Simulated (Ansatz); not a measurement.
# (InP)1(CuBr)2 [001] superlattice, started as zinc blende: relaxing the cell for a phonon run

Wanted: the relaxed cell of (InP)1(CuBr)2 [001] superlattice, started as zinc blende.

Method: DFT PBEsol, scalar-relativistic, plane waves, PAW, in Ansatz 0.2.0.

This is a report of a sequence of runs, with most program output left out.

The structure was built from a prototype and need not be the compound's stable phase.

## Step 1: Set-up

It takes space group Imm2 (No. 44, orthorhombic). Conventional cell: a = 4.066 Å, b = 4.066 Å, c = 17.250 Å, α = 90.00°, β = 90.00°, γ = 90.00°. Nearest to Br lie 4 Cu at 2.49 Å. Br has 2 Cu at 2.49 Å and 2 In at 2.49 Å nearest. Nearest to Cu lie 2 P at 2.49 Å and 2 Br at 2.49 Å. Nearest to Cu lie 4 Br at 2.49 Å. In has 2 P at 2.49 Å and 2 Br at 2.49 Å nearest. Nearest to P lie 2 Cu at 2.49 Å and 2 In at 2.49 Å. Farther neighbours and most contacts between anions are not listed.

## Step 2: A coarse first look

First a cheap look: the gap decides the mesh and the occupations, the pressure tells how far the cell has to move.

Input file input.yaml:

```yaml
crystal:
  lattice:
    - [2.875, 2.875, 0.0]
    - [-2.875, 2.875, 0.0]
    - [2.875, 0.0, 8.625]
  atoms:
    - { symbol: Br, position: [0.75, 0.75, 0.5] }
    - { symbol: Br, position: [0.083333, 0.416667, 0.833333] }
    - { symbol: Cu, position: [0.333333, 0.666667, 0.333333] }
    - { symbol: Cu, position: [0.666667, 0.333333, 0.666667] }
    - { symbol: In, position: [0.0, 0.0, 0.0] }
    - { symbol: P, position: [0.416667, 0.083333, 0.166667] }
kpoints:
  mp_grid: { grid: [4, 4, 4] }
hamiltonian:
  xc: pbesol
scf:
  occupations: { method: gaussian, width: 0.1 }
output:
  forces: true
  stress: true
  eigenvalues: true
```

On the command line:

```
$ ansatz run input.yaml --threads 8 --pin off --max-ram 14336MiB --backend cpu --events-out ev --progress --plain --runs-dir out
```

Wall time 1.6 s (8 threads of Intel Xeon 6975P-C (Granite Rapids), shared host); peak memory 0.65 GiB.

This run has no spin polarisation, although Cu can carry a moment.

Numbers from this step:

```
pressure          : 0.8931 GPa
volume per atom   : 23.76 Å³
gap on the k-mesh : 0 eV
```

The coarse mesh shows no gap and a pressure of 0.9 GPa.

## Step 3: Rough relaxation

The start is far from rest, so a relaxation with loose tolerances brings it close first.

Changes to input.yaml since step 2:

```diff
@@ -13,3 +13,3 @@
 kpoints:
-  mp_grid: { grid: [4, 4, 4] }
+  mp_grid: { grid: [6, 6, 6] }
 hamiltonian:
@@ -22 +22,6 @@
   eigenvalues: true
+relax:
+  adjacent_minimum: "off"
+  f_tol: 0.05
+  max_steps: 80
+  cell: { stress_tol: 0.5 }
```

Elapsed: 28 s, on 8 threads; peak memory 0.78 GiB.

Relaxation path:

| step | energy less that of the first step (eV) | largest force component (eV/Å) | pressure (GPa) | volume (Å³) |
| --- | --- | --- | --- | --- |
| 1 | 0.0000 | 3.1389 | 0.76 | 142.58 |
| 2 | -0.8938 | 1.1231 | -0.88 | 143.49 |
| 3 | -1.2265 | 0.2769 | 1.79 | 137.66 |
| 4 | -1.2743 | 0.1895 | 0.18 | 141.43 |
| 5 | -1.2929 | 0.0992 | -0.25 | 142.72 |
| 6 | -1.2960 | 0.1414 | 0.13 | 141.88 |
| 7 | -1.2998 | 0.0146 | -0.01 | 141.96 |
| 8* | -1.2998 | 0.0148 | -0.02 | 141.96 |

Relaxation steps marked * repeat the geometry before them on a plane-wave basis chosen anew for their cell, so energy and pressure can jump there.

Forces are held to the 4 operations that the run works with; a distortion that breaks them can't arise in this run.

| conventional cell, symmetrised | before | after | change |
| --- | --- | --- | --- |
| a (Å) | 4.066 | 4.138 | +1.8 % |
| b (Å) | 4.066 | 4.142 | +1.9 % |
| c (Å) | 17.250 | 16.563 | -4.0 % |
| volume (Å³/atom) | 23.76 | 23.66 | -0.4 % |

The atoms that moved most (Å, as changes of fractional coordinates times the final cell):

| atom | dx | dy | dz | length |
| --- | --- | --- | --- | --- |
| In5 | 0.000 | 0.000 | 0.382 | 0.382 |
| P6 | 0.000 | 0.000 | 0.324 | 0.324 |
| Cu3 | 0.000 | 0.000 | -0.299 | 0.299 |
| Cu4 | 0.000 | 0.000 | -0.203 | 0.203 |
| Br2 | 0.000 | 0.000 | -0.200 | 0.200 |

The relaxed structure:

```xyz
6
Lattice="2.9262 2.9262 0.0000 -2.9291 2.9291 0.0000 2.9277 -0.0015 8.2814" Properties=species:S:1:pos:R:3 pbc="T T T"
Br    1.4616    4.3907    4.1375
Br    1.4631    1.4631    6.7012
Cu   -0.0015    2.9277    2.4610
Cu    2.9262    2.9262    5.3175
In    0.0000    0.0000    0.3821
P     1.4631    1.4631    1.7042
```

This step gave:

```
pressure           : -0.01570 GPa
volume per atom    : 23.66 Å³
gap on the k-mesh  : 0.2049 eV
direct gap on mesh : 0.2049 eV
```

In this step the volume went from 23.76 to 23.66 Å³/atom.

## Step 4: Bringing the structure to rest

The cell and atoms are relaxed, since residual forces and stress would shift the frequencies.

Input file input.yaml:

```yaml
crystal:
  lattice:
    - [2.9261760753, 2.9261760753, 0.0]
    - [-2.9291259038, 2.9291259038, 0.0]
    - [2.9276509895, -0.0014749142, 8.2813779134]
  atoms:
    - { symbol: Br, position: [0.7501942707, 0.7498057293, 0.4996114586] }
    - { symbol: Br, position: [0.0954044682, 0.4045955318, 0.8091910637] }
    - { symbol: Cu, position: [0.3514138245, 0.6485861755, 0.2971723509] }
    - { symbol: Cu, position: [0.6789507474, 0.3210492526, 0.6420985053] }
    - { symbol: In, position: [-0.0230679867, 0.0230679867, 0.0461359733] }
    - { symbol: P, position: [0.3971046759, 0.1028953241, 0.2057906483] }
kpoints:
  mp_grid: { grid: [8, 8, 8] }
hamiltonian:
  xc: pbesol
scf:
  occupations: { method: gaussian, width: 0.01 }
output:
  forces: true
  stress: true
  eigenvalues: true
  write_density: true
  write_potential: true
  elf: true
  volumetric_format: npy
relax:
  adjacent_minimum: "off"
  f_tol: 0.005
  max_steps: 80
  cell: { stress_tol: 0.05 }
```

It took 26 s on 8 threads; peak memory 0.98 GiB; 3.1 min of CPU time.

Step by step:

| step | energy less that of the first step (eV) | largest force component (eV/Å) | pressure (GPa) | volume (Å³) |
| --- | --- | --- | --- | --- |
| 1 | 0.0000 | 0.0155 | -0.02 | 141.96 |
| 2 | -0.0001 | 0.0060 | -0.01 | 141.96 |
| 3 | -0.0001 | 0.0049 | 0.00 | 142.00 |
| 4* | -0.0001 | 0.0049 | 0.00 | 142.00 |

Relaxation steps marked * repeat the geometry before them on a plane-wave basis chosen anew for their cell, so energy and pressure can jump there.

The run keeps the 4 symmetry operations that it works with, so distortions that break them were not tested.

| conventional cell, symmetrised | before | after | change |
| --- | --- | --- | --- |
| a (Å) | 4.138 | 4.134 | -0.1 % |
| b (Å) | 4.142 | 4.138 | -0.1 % |
| c (Å) | 16.563 | 16.602 | +0.2 % |
| volume (Å³/atom) | 23.66 | 23.67 | +0.0 % |

The relaxed structure:

```xyz
6
Lattice="2.9232 2.9232 0.0000 -2.9261 2.9261 0.0000 2.9246 -0.0015 8.3009" Properties=species:S:1:pos:R:3 pbc="T T T"
Br    1.4601    4.3862    4.1508
Br    1.4616    1.4616    6.7174
Cu   -0.0015    2.9246    2.4649
Cu    2.9232    2.9232    5.3324
In    0.0000    0.0000    0.3815
P     1.4616    1.4616    1.7053
```

Numbers from this step:

```yaml
pressure: -0.001007 GPa
gap_on_the_k_mesh: 0.2009 eV
volume_per_atom: 23.67 Å³
direct_gap_on_mesh: 0.2009 eV
```

Valence density in the ac plane of the conventional cell at fractional y = 0.000, with atoms of Br and Cu and In and P within 0.2 Å of it. It is the smooth field of the valence electrons, not physical close to the nuclei.

Ten steps, logarithmic in the rise over the least value, from '0' (0 e/Å³) to '9' (41 e/Å³), each cell a mean:
```
32100000000123
00000000000000
00000000000000
00000000000000
00001112110000
00012221221000
00012222221100
75211111111136
97410000000259
32100000000013
00000000000000
00000000000000
00000111100000
00012222221000
10012221222100
86311122111147
97410000000258
21100000000012
00000000000000
00000000000000
00001111110000
00111110121100
54211111111234
76421000001256
```
Columns run along a (4.1 Å), rows up along c (16.6 Å), edges of the conventional cell, whose origin can differ from the input's. Atoms in or near the plane, at fractional coordinates: Br at (0.50, 0.75), Br at (0.50, 0.40), Cu at (0.00, 0.65), Cu at (0.00, 0.32), In at (0.00, 0.02), P at (0.50, 0.10).

Electrostatic potential energy in the ac plane of the conventional cell at fractional y = 0.000, with atoms of Br and Cu and In and P within 0.2 Å of it. With pseudopotentials it is smooth inside the atoms' cores, unlike the true potential.

Ten even steps from '0' (-61 eV) to '9' (11 eV), each cell a mean:
```
56789999999875
99999999999999
99999999999999
99999999999999
99999877789999
99996200048999
99997311258999
45799988899864
12589999999732
67899999999987
99999999999999
99999999999999
99999988999999
99997311258999
99986100038999
34688866789853
22589999999742
78999999999987
99999999999999
99999999999999
99998644579999
88986200048998
44688755688754
33479999998633
```
Columns run along a (4.1 Å; values clipped at the 3rd and 97th percentile), rows up along c (16.6 Å), edges of the conventional cell, whose origin can differ from the input's. Atoms in or near the plane, at fractional coordinates: Br at (0.50, 0.75), Br at (0.50, 0.40), Cu at (0.00, 0.65), Cu at (0.00, 0.32), In at (0.00, 0.02), P at (0.50, 0.10).

ELF in the ac plane of the conventional cell at fractional y = 0.000, with atoms of Br and Cu and In and P within 0.2 Å of it. It is the smooth field of the valence electrons, not physical close to the nuclei.

Ten even steps from '0' (0.01) to '9' (0.84), each cell a mean:
```
22223222232222
11100000000111
00000000000000
00001233221000
00257899886410
01599721499730
11379854799521
43124688753123
85211111111237
22221100012222
11110000000111
00000111100000
00135788764200
01489854699620
11379721499521
53225899974124
75211223211236
21111000001112
00000000000000
00013567642100
01357876787420
22478500278632
12258976896321
00234666653210
```
Columns run along a (4.1 Å), rows up along c (16.6 Å), edges of the conventional cell, whose origin can differ from the input's. Atoms in or near the plane, at fractional coordinates: Br at (0.50, 0.75), Br at (0.50, 0.40), Cu at (0.00, 0.65), Cu at (0.00, 0.32), In at (0.00, 0.02), P at (0.50, 0.10).

In this step the volume went from 23.66 to 23.67 Å³/atom.

## Step 5: Tight relaxation

Phonons need a cell at rest on their own settings, so the relaxation is repeated with tight tolerances on forces and stress on the k mesh and occupations of the first response run.

Input file input.yaml:

```yaml
crystal:
  lattice:
    - [2.9231518682, 2.9231518682, 0.0]
    - [-2.9260779026, 2.9260779026, 0.0]
    - [2.9246148853, -0.0014630172, 8.3009182829]
  atoms:
    - { symbol: Br, position: [0.7499821933, 0.7500178067, 0.5000356134] }
    - { symbol: Br, position: [0.0953801575, 0.4046198425, 0.8092396849] }
    - { symbol: Cu, position: [0.3515295849, 0.6484704151, 0.2969408303] }
    - { symbol: Cu, position: [0.6788056156, 0.3211943844, 0.6423887688] }
    - { symbol: In, position: [-0.0229776112, 0.0229776112, 0.0459552223] }
    - { symbol: P, position: [0.3972800598, 0.1027199402, 0.2054398804] }
kpoints:
  mp_grid: { grid: [8, 8, 8] }
hamiltonian:
  xc: pbesol
scf:
  occupations: { method: gaussian, width: 0.01 }
output:
  forces: true
  stress: true
  eigenvalues: true
relax:
  adjacent_minimum: "off"
  f_tol: 0.001
  max_steps: 60
  cell: { stress_tol: 0.01 }
```

Elapsed: 24 s, on 8 threads; peak memory 0.97 GiB; 2.9 min of CPU time.

Little changed from the start: no atom moved by 0.005 Å and no cell edge by 0.1 %.

Numbers from this step:

```yaml
pressure: 8.48e-4 GPa
gap_on_the_k_mesh: 0.2006 eV
direct_gap_on_mesh: 0.2006 eV
```

The largest force component left is 0.61 meV/Å and the pressure is 0.001 GPa, within the tolerances set. The cell now holds 23.67 Å³/atom.

## Step 6: Results

- space group after relaxation (within 0.01 Å): Imm2
- lattice constant a: 4.134 Å
- lattice constant b: 4.138 Å
- lattice constant c: 16.602 Å
- volume per atom: 23.7 Å³
- gap on the k-mesh: 0.201 eV

**Reading.** The largest force component left is 0.61 meV/Å and the pressure is 0.001 GPa, within the tolerances set. The cell now holds 23.67 Å³/atom. The relaxation keeps the symmetry of its start, so it says nothing on stability against lower symmetry. The starting cell was built on a prototype and not taken from a measurement, so the phase need not exist.

[Logs are printed without paths, hosts, clocks, repeated set-up lines and the standing remarks that a program may print on its own settings, such as how far it seeks lower states.]

[Hosts, paths, dates, database ids (printed as entryN), source tags and the programs' standing remarks are cut or masked in the printed files.]
